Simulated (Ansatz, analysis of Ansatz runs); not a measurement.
# Migration barrier of interstitial H in bcc Mo, hop from a tetrahedral to the next tetrahedral site (PBE), part 2 of 3

How near does this set-up come to the measured migration barrier? Subject: interstitial H in bcc Mo, hop from a tetrahedral to the next tetrahedral site. Set-up: PBE, 32-site cell, PBE lattice, 420 eV, k: 4x4x4 Gamma-centred, zero-point energy of the moving atom added. The model is a cell of 32 host atoms with 1 H put in. The barrier is the energy of the highest image of a climbing band over the relaxed site that the atom leaves.

Ansatz 0.2.0; PBE, 32-site cell, PBE lattice, 420 eV, k: 4x4x4 Gamma-centred, zero-point energy of the moving atom added.

So far: Set-up; Relaxation, charge 0.

## 3. Nudged elastic band

A band of images joins the two ends; its highest image climbs to the saddle, whose energy over the site left is the barrier.

This step: plane-wave PAW DFT, PBE; nudged elastic band between two relaxed defect structures at fixed charge.

The input, neb/input.yaml:

```yaml
crystal:
  lattice:
    - [0.0, 6.32231142, 6.32231142]
    - [6.32231142, 0.0, 6.32231142]
    - [6.32231142, 6.32231142, 0.0]
  atoms:
    - { symbol: Mo, position: [0.000565782, -0.001644684, 0.001644684] }
    - { symbol: Mo, position: [0.123897442, 0.124706665, 0.126208896] }
    - { symbol: Mo, position: [0.250186996, 0.248897442, 0.249706665] }
    - { symbol: Mo, position: [0.376449233, 0.373550767, 0.366136938] }
    - { symbol: Mo, position: [-0.000293335, 0.001208896, 0.500186996] }
    - { symbol: Mo, position: [0.124092735, 0.125329435, 0.624287681] }
    - { symbol: Mo, position: [0.248550767, 0.241136938, 0.758863062] }
    - { symbol: Mo, position: [0.374394037, 0.375605963, 0.875834043] }
    - { symbol: Mo, position: [0.000329435, 0.499287681, 0.001290149] }
    - { symbol: Mo, position: [0.124002217, 0.625997783, 0.12366736] }
    - { symbol: Mo, position: [0.250605963, 0.750834043, 0.249165957] }
    - { symbol: Mo, position: [0.374287681, 0.876290149, 0.374092735] }
    - { symbol: Mo, position: [-0.000834043, 0.499394037, 0.500605963] }
    - { symbol: Mo, position: [0.116136938, 0.633863062, 0.626449233] }
    - { symbol: Mo, position: [0.250712319, 0.749670565, 0.750907265] }
    - { symbol: Mo, position: [0.374813004, 0.873791104, 0.875293335] }
    - { symbol: Mo, position: [0.500997783, -0.00133264, 0.00133264] }
    - { symbol: Mo, position: [0.624434218, 0.125565782, 0.123355316] }
    - { symbol: Mo, position: [0.751290149, 0.249092735, 0.250329435] }
    - { symbol: Mo, position: [0.876208896, 0.375186996, 0.373897442] }
    - { symbol: Mo, position: [0.500907265, -0.001290149, 0.500712319] }
    - { symbol: Mo, position: [0.625834043, 0.124165957, 0.624394037] }
    - { symbol: Mo, position: [0.75133264, 0.249002217, 0.750997783] }
    - { symbol: Mo, position: [0.873709851, 0.375712319, 0.874670565] }
    - { symbol: Mo, position: [0.501102558, 0.499813004, -0.001208896] }
    - { symbol: Mo, position: [0.624670565, 0.625907265, 0.123709851] }
    - { symbol: Mo, position: [0.751644684, 0.749434218, 0.250565782] }
    - { symbol: Mo, position: [0.87366736, 0.87633264, 0.374002217] }
    - { symbol: Mo, position: [0.508863062, 0.501449233, 0.498550767] }
    - { symbol: Mo, position: [0.625293335, 0.626102558, 0.624813004] }
    - { symbol: Mo, position: [0.748791104, 0.750293335, 0.751102558] }
    - { symbol: Mo, position: [0.873355316, 0.876644684, 0.874434218] }
    - { symbol: H, position: [0.3125, 0.4375, 0.5625] }
basis:
  ecutwfc: 420
  xc_grid: 2
hamiltonian:
  xc: pbe
kpoints:
  mp_grid: { grid: [4, 4, 4] }
scf:
  occupations: { method: methfessel_paxton, width: 0.1 }
  max_iter: 120
output:
  forces: true
neb:
  images: 3
  f_tol: 0.04
  climbing: true
  initial_path: idpp
  max_iterations: 45
  order_check: false
  final_atoms:
    - { symbol: Mo, position: [-0.000728167, -0.001297421, 0.001297421] }
    - { symbol: Mo, position: [0.125456566, 0.124741586, 0.126173847] }
[... 1 atom line left out ...]
    - { symbol: Mo, position: [0.384132619, 0.373585857, 0.366101915] }
[... 2 atom lines left out ...]
    - { symbol: Mo, position: [0.251718716, 0.241171954, 0.758828046] }
    - { symbol: Mo, position: [0.376176837, 0.375747311, 0.874635613] }
    - { symbol: Mo, position: [-0.000637731, 0.499322728, 0.001255188] }
[... 1 atom line left out ...]
    - { symbol: Mo, position: [0.249663799, 0.750869081, 0.249130919] }
[... 1 atom line left out ...]
    - { symbol: Mo, position: [-0.008593512, 0.501484182, 0.498515818] }
    - { symbol: Mo, position: [0.123820391, 0.633898085, 0.626414143] }
[... 6 atom lines left out ...]
    - { symbol: Mo, position: [0.499940185, -0.001255188, 0.500677272] }
    - { symbol: Mo, position: [0.626559761, 0.125364387, 0.624252689] }
[... 1 atom line left out ...]
    - { symbol: Mo, position: [0.874435492, 0.375640773, 0.875799042] }
[... 4 atom lines left out ...]
    - { symbol: Mo, position: [0.501103615, 0.499429265, 0.500570735] }
[... 3 atom lines left out ...]
    - { symbol: H, position: [0.187769553, 0.437535019, 0.562464981] }
```

Launch:

```
ansatz run input.yaml --threads 8 --pin off --max-ram 14131MiB --backend cpu --events-out ev --progress --plain --runs-dir out
```

Numbers of over 12 decimals in the logs are rounded to 6 here.

The program printed:

```text
[...]
Warning: neb: disabling space-group detection — the band's intermediate images generally break the endpoint symmetry, so no spatial operation reduces the k-mesh or symmetrises the density, except that a semilocal band can use its path's symmetry ahead of [...]
[...]
NEB image 0
Crystal: 33 atoms, lattice volume = 505.426 Å³
Basis set: ecut = 420 eV, 9841 PW (Γ), exchange–correlation on 120×120×120 points (8 copies of the dense FFT grid, shifted against one another)
Bands: 270, of which v1, the nominal top of the filled ones, is band 225 counted from 1 (224 counted from 0)
Symmetry: 1 space group operations
k-points: 36 of 64 (time reversal used)
[...]
SCF iter   1: F=—  HF=-158607.887148 eV  |F-HF|=—  |Δ(HF+E_count)|=         —  Δρ=4.18e-3  dr2=2.61e-1  ethr=1.77e-3  ⟨swp⟩=4.4  Hψ=31759  notcnv=0
[...]
SCF iter   6: F=-158607.871458 eV  HF=-158607.871458 eV  |F-HF|=3.37e-8  |Δ(HF+E_count)|=   1.67e-7  S|Δr|=    0.00e0  Δρ=3.56e-6  dr2=7.33e-8  ethr=2.23e-11  ⟨swp⟩=4.0  Hψ=29666  notcnv=0
SCF 1 converged in 6 iterations: F = -158607.871458 eV  dr2 = 7.33e-8
[...]
NSCF: frozen V_eff on 36 k-points
NEB image 4
SCF iter   1: F=—  HF=-158607.887157 eV  |F-HF|=—  |Δ(HF+E_count)|=         —  Δρ=4.18e-3  dr2=2.61e-1  ethr=1.77e-3  ⟨swp⟩=4.3  Hψ=31718  notcnv=0
[...]
SCF iter   6: F=-158607.871458 eV  HF=-158607.871458 eV  |F-HF|=3.39e-8  |Δ(HF+E_count)|=   1.68e-7  S|Δr|=    0.00e0  Δρ=3.57e-6  dr2=7.36e-8  ethr=2.23e-11  ⟨swp⟩=4.0  Hψ=29661  notcnv=0
SCF 2 converged in 6 iterations: F = -158607.871458 eV  dr2 = 7.36e-8
[...]
NEB end point (image 0): max|allowed force component| = 1.436e-2 eV/Å (the criterion of neb.relax_end_points is 1.000e-2)
NEB end point (image 4): max|allowed force component| = 1.437e-2 eV/Å (the criterion of neb.relax_end_points is 1.000e-2)
NEB image 1
SCF iter   1: F=—  HF=-158607.742843 eV  |F-HF|=—  |Δ(HF+E_count)|=         —  Δρ=4.07e-3  dr2=2.26e-1  ethr=1.77e-3  ⟨swp⟩=4.4  Hψ=31636  notcnv=0
[...]
SCF iter   6: F=-158607.729542 eV  HF=-158607.729542 eV  |F-HF|=4.44e-8  |Δ(HF+E_count)|=   1.65e-7  S|Δr|=    0.00e0  Δρ=3.31e-6  dr2=7.84e-8  ethr=2.23e-11  ⟨swp⟩=4.0  Hψ=29655  notcnv=0
SCF 3 converged in 6 iterations: F = -158607.729542 eV  dr2 = 7.84e-8
NEB image 2
SCF iter   1: F=—  HF=-158607.620472 eV  |F-HF|=—  |Δ(HF+E_count)|=         —  Δρ=4.01e-3  dr2=2.04e-1  ethr=1.77e-3  ⟨swp⟩=4.4  Hψ=31685  notcnv=0
[...]
SCF iter   6: F=-158607.608381 eV  HF=-158607.608381 eV  |F-HF|=4.36e-8  |Δ(HF+E_count)|=   1.45e-7  S|Δr|=    0.00e0  Δρ=3.11e-6  dr2=7.30e-8  ethr=2.23e-11  ⟨swp⟩=4.0  Hψ=29639  notcnv=0
SCF 4 converged in 6 iterations: F = -158607.608381 eV  dr2 = 7.30e-8
NEB image 3
SCF iter   1: F=—  HF=-158607.742853 eV  |F-HF|=—  |Δ(HF+E_count)|=         —  Δρ=4.07e-3  dr2=2.26e-1  ethr=1.77e-3  ⟨swp⟩=4.4  Hψ=31598  notcnv=0
[...]
SCF iter   6: F=-158607.729542 eV  HF=-158607.729542 eV  |F-HF|=4.44e-8  |Δ(HF+E_count)|=   1.65e-7  S|Δr|=    0.00e0  Δρ=3.31e-6  dr2=7.84e-8  ethr=2.23e-11  ⟨swp⟩=4.0  Hψ=29653  notcnv=0
SCF 5 converged in 6 iterations: F = -158607.729542 eV  dr2 = 7.84e-8
NEB iter   1: max|band force component| = 6.616e-1 eV/Å  barrier→ = 0.2631 eV  barrier← = 0.2631 eV  Δτ_max = 0.1211 Å  (30 SCF iters)
NEB image 1
[...]
iter 1 solved again at ethr=5.86e-5 eV; its pass at ethr=3.10e-3 eV (dr2=2.63e-1 eV) is discarded
SCF iter   1: F=—  HF=-158607.736502 eV  |F-HF|=—  |Δ(HF+E_count)|=         —  Δρ=6.51e-3  dr2=2.75e-1  ethr=5.86e-5  ⟨swp⟩=1.5  Hψ=40442  notcnv=0
the mixing steps aren't corrected for partly filled atomic shells, since the memory limit or a GPU had no room for it. The iterations and, of several solutions, the one reached can differ
SCF iter   2: F=—  HF=-158607.714996 eV  |F-HF|=—  |Δ(HF+E_count)|=   2.15e-2  S|Δr|=    0.00e0  Δρ=3.80e-3  dr2=5.11e-2  ethr=5.86e-5  ⟨swp⟩=2.0  Hψ=13010  notcnv=0
[...]
SCF iter  10: F=-158607.704473 eV  HF=-158607.704473 eV  |F-HF|=4.80e-9  |Δ(HF+E_count)|=   1.07e-8  S|Δr|=    0.00e0  Δρ=1.19e-6  dr2=8.61e-9  ethr=2.23e-11  ⟨swp⟩=3.2  Hψ=26265  notcnv=0
SCF 6 converged in 10 iterations: F = -158607.704473 eV  dr2 = 8.61e-9
NEB image 2
[...]
SCF iter  10: F=-158607.555573 eV  HF=-158607.555573 eV  |F-HF|=8.32e-9  |Δ(HF+E_count)|=   1.69e-8  S|Δr|=    0.00e0  Δρ=1.50e-6  dr2=1.42e-8  ethr=2.23e-11  ⟨swp⟩=3.4  Hψ=26547  notcnv=0
SCF 7 converged in 10 iterations: F = -158607.555573 eV  dr2 = 1.42e-8
NEB image 3
[...]
SCF iter  10: F=-158607.704474 eV  HF=-158607.704474 eV  |F-HF|=4.89e-9  |Δ(HF+E_count)|=   1.06e-8  S|Δr|=    0.00e0  Δρ=1.19e-6  dr2=8.65e-9  ethr=2.23e-11  ⟨swp⟩=3.2  Hψ=26270  notcnv=0
SCF 8 converged in 10 iterations: F = -158607.704474 eV  dr2 = 8.65e-9
NEB iter   2: max|band force component| = 9.664e-1 eV/Å  barrier→ = 0.3159 eV  barrier← = 0.3159 eV  Δτ_max = 0.0607 Å  (30 SCF iters)
NEB image 1
[...]
SCF iter   9: F=-158607.787217 eV  HF=-158607.787217 eV  |F-HF|=5.11e-8  |Δ(HF+E_count)|=   6.51e-8  S|Δr|=    0.00e0  Δρ=2.82e-6  dr2=6.77e-8  ethr=2.23e-11  ⟨swp⟩=2.1  Hψ=31166  notcnv=0
SCF 9 converged in 9 iterations: F = -158607.787217 eV  dr2 = 6.77e-8
NEB image 2
[...]
SCF iter  10: F=-158607.697507 eV  HF=-158607.697507 eV  |F-HF|=4.34e-9  |Δ(HF+E_count)|=   7.65e-9  S|Δr|=    0.00e0  Δρ=1.09e-6  dr2=7.30e-9  ethr=2.23e-11  ⟨swp⟩=3.2  Hψ=26056  notcnv=0
SCF 10 converged in 10 iterations: F = -158607.697507 eV  dr2 = 7.30e-9
NEB image 3
[...]
SCF iter   9: F=-158607.787217 eV  HF=-158607.787217 eV  |F-HF|=5.11e-8  |Δ(HF+E_count)|=   6.52e-8  S|Δr|=    0.00e0  Δρ=2.82e-6  dr2=6.77e-8  ethr=2.23e-11  ⟨swp⟩=2.0  Hψ=31165  notcnv=0
SCF 11 converged in 9 iterations: F = -158607.787217 eV  dr2 = 6.77e-8
NEB iter   3: max|band force component| = 1.076e-1 eV/Å  barrier→ = 0.1740 eV  barrier← = 0.1740 eV  CI = image 2  Δτ_max = 0.0281 Å  (28 SCF iters)
[...]
NEB iter   4: max|band force component| = 6.276e-2 eV/Å  barrier→ = 0.1666 eV  barrier← = 0.1666 eV  CI = image 2  Δτ_max = 0.0353 Å  (22 SCF iters)
NEB image 1
[...]
SCF iter   7: F=-158607.790122 eV  HF=-158607.790122 eV  |F-HF|=2.01e-8  |Δ(HF+E_count)|=   5.77e-8  S|Δr|=    0.00e0  Δρ=2.23e-6  dr2=3.32e-8  ethr=2.23e-11  ⟨swp⟩=2.2  Hψ=31286  notcnv=0
SCF 15 converged in 7 iterations: F = -158607.790122 eV  dr2 = 3.32e-8
NEB image 2
[...]
SCF iter   7: F=-158607.707446 eV  HF=-158607.707446 eV  |F-HF|=4.04e-8  |Δ(HF+E_count)|=   1.31e-7  S|Δr|=    0.00e0  Δρ=3.16e-6  dr2=6.76e-8  ethr=2.23e-11  ⟨swp⟩=2.8  Hψ=31696  notcnv=0
SCF 16 converged in 7 iterations: F = -158607.707446 eV  dr2 = 6.76e-8
NEB image 3
[...]
SCF iter   7: F=-158607.790122 eV  HF=-158607.790122 eV  |F-HF|=2.01e-8  |Δ(HF+E_count)|=   5.78e-8  S|Δr|=    0.00e0  Δρ=2.23e-6  dr2=3.33e-8  ethr=2.23e-11  ⟨swp⟩=2.3  Hψ=31374  notcnv=0
SCF 17 converged in 7 iterations: F = -158607.790122 eV  dr2 = 3.33e-8
NEB image 1
[...]
NEB image 3
[...]
NEB image 2
[...]
the search or the solves at the SCF's close seem to have found levels that the self-consistency loop had missed (the run counts 2). By its estimate they hold under 1e-12 electrons; where the run keeps them, the occupations were computed again with them
NEB iter   5: max|band force component| = 3.753e-2 eV/Å  barrier→ = 0.1640 eV  barrier← = 0.1640 eV  CI = image 2  Δτ_max = 0.0000 Å  (21 SCF iters)
SCF converged after 7 iterations
[...]
Free energy (F): -158607.707446 eV
[...]
Internal energy: -158607.710265 eV  (E = F + TS)
E sigma→0 (E₀):  -158607.708151 eV
Entropy (-TS):   0.002819 eV (0.085 meV/atom)
Fermi energy:    20.918004 eV
[...]
--- Forces (eV/Å), atoms counted from 1 ---
  atom   1  Mo     0.00035305     0.00733995    -0.01962657
  atom   2  Mo    -0.00051313    -0.00686367     0.00686467
  [... 1 atom left out ...]
  atom   4  Mo     0.02538583    -0.01192842     0.01192858
  [... 2 atoms left out ...]
  atom   7  Mo    -0.00087378     0.00749547    -0.00749547
  atom   8  Mo     0.00408588    -0.00960539     0.01042667
  [... 2 atoms left out ...]
  atom  11  Mo    -0.00020784     0.01286726    -0.01286752
  [... 1 atom left out ...]
  atom  13  Mo    -0.00000961     0.01711280    -0.00601743
  atom  14  Mo    -0.02043467    -0.01316364     0.01316426
  [... 6 atoms left out ...]
  atom  21  Mo     0.00031040     0.00833809    -0.00833859
  atom  22  Mo    -0.00391881    -0.00945481     0.01045956
  [... 6 atoms left out ...]
  atom  29  Mo    -0.00000964     0.00601722    -0.01711326
  [... 3 atoms left out ...]
  atom  33  H     -0.00451331    -0.01236850     0.01236875
  max |Σ_I F_I| component: 2.04e-5 eV/Å
--- Band table (eV; the first three rows and the last of 36) ---
[...]
[... further k-points left out ...]
this run last wrote the band of iteration 5 to <dir>
--- NEB band (5 images, 5 band iterations, 131 SCF iterations) ---
  forward barrier  = 0.164012 eV
  backward barrier = 0.164012 eV
  lagrangian_above_aufbau_ev (what the smearing adds, to first order; not taken off the barriers): saddle image -0.000989 eV, end points +0.000871 and +0.000871 eV
  climbing image's point = of an order that was not read
  energies are F+E_penalty+E_count in eV, relative to image 0
  image     s (Å)  Δ vs image 0  max|band force component| (eV/Å)
      0    0.0000      0.000000                                 —
      1    0.2879      0.081336                          3.753e-2
  *   2    0.5758      0.164012                          2.539e-2
      3    0.8637      0.081336                          3.753e-2
      4    1.1516      0.000000                                 —
  climbing-image geometry (image 2):
  cell:  # Å, volume = 505.4261 Å³
    - [0.0, 6.32231142, 6.32231142]
    - [6.32231142, 0.0, 6.32231142]
    - [6.32231142, 6.32231142, 0.0]
  atoms:
    - { symbol: Mo, position: [-2.712871558768705e-5, -0.001897, 0.001895] }
    - { symbol: Mo, position: [0.124354, 0.124873, 0.126689] }
    - { symbol: Mo, position: [0.250039, 0.248247, 0.249935] }
    - { symbol: Mo, position: [0.384552, 0.370150, 0.361015] }
    - { symbol: Mo, position: [-0.001320, 0.002480, 0.500431] }
    - { symbol: Mo, position: [0.125306, 0.125388, 0.623986] }
    - { symbol: Mo, position: [0.250127, 0.239842, 0.760174] }
    - { symbol: Mo, position: [0.374969, 0.376010, 0.874609] }
    - { symbol: Mo, position: [-0.000706, 0.499145, 0.002538] }
    - { symbol: Mo, position: [0.125082, 0.625860, 0.124184] }
    - { symbol: Mo, position: [0.250133, 0.750477, 0.249527] }
    - { symbol: Mo, position: [0.375197, 0.875814, 0.374132] }
    - { symbol: Mo, position: [-0.000424, 0.498819, 0.501183] }
    - { symbol: Mo, position: [0.115728, 0.638968, 0.629846] }
    - { symbol: Mo, position: [0.250219, 0.750070, 0.751755] }
    - { symbol: Mo, position: [0.375919, 0.873315, 0.875117] }
    - { symbol: Mo, position: [0.500298, -0.001897, 0.001895] }
    - { symbol: Mo, position: [0.626568, 0.124913, 0.122220] }
    - { symbol: Mo, position: [0.752048, 0.248247, 0.249935] }
    - { symbol: Mo, position: [0.875045, 0.375707, 0.374472] }
    - { symbol: Mo, position: [0.500973, -0.002538, 0.500860] }
    - { symbol: Mo, position: [0.625590, 0.125387, 0.623986] }
    - { symbol: Mo, position: [0.750135, 0.249274, 0.750725] }
    - { symbol: Mo, position: [0.874682, 0.376010, 0.874609] }
    - { symbol: Mo, position: [0.501588, 0.499586, -0.002493] }
    - { symbol: Mo, position: [0.625144, 0.625860, 0.124184] }
    - { symbol: Mo, position: [0.750137, 0.747863, 0.252133] }
    - { symbol: Mo, position: [0.875127, 0.875814, 0.374132] }
    - { symbol: Mo, position: [0.500692, 0.498819, 0.501183] }
    - { symbol: Mo, position: [0.625229, 0.625525, 0.624287] }
    - { symbol: Mo, position: [0.748225, 0.750070, 0.751755] }
    - { symbol: Mo, position: [0.873704, 0.877774, 0.875088] }
    - { symbol: H, position: [0.250116, 0.444105, 0.555933] }
```

Run time: 27 min. Hardware: 8 threads of Arm Neoverse V2, shared host; peak memory 13 GiB; 3.5 h of CPU time.

Images along the path:

```
image  path (Å)  energy (eV)     H33: x, y, z (Å)
    0     0.000       0.0000  6.322, 5.532, 4.742
    1     0.288       0.0813  6.323, 5.305, 4.588
    2     0.576       0.1640  6.323, 5.096, 4.389
    3     0.864       0.0813  6.323, 4.897, 4.180
    4     1.152       0.0000  6.322, 4.743, 3.953
```

Read from the output:

- free energy: -158607.7074 eV
- smearing term TS: -0.002819 eV
- barrier forward: 0.1640 eV
- barrier backward: 0.1640 eV

(Part 2 of 3 ends here.)

[Logs are printed without paths, hosts, clocks, repeated set-up lines and the standing remarks that a program may print on its own settings, such as how far it seeks lower states.]

[Hosts, paths, dates, database ids (printed as entryN), source tags and the programs' standing remarks are cut or masked in the printed files.]

[For some hosts the program warned that the k-mesh of the response run may be too coarse for force constants and the static dielectric constant; such warnings are not shown here.]
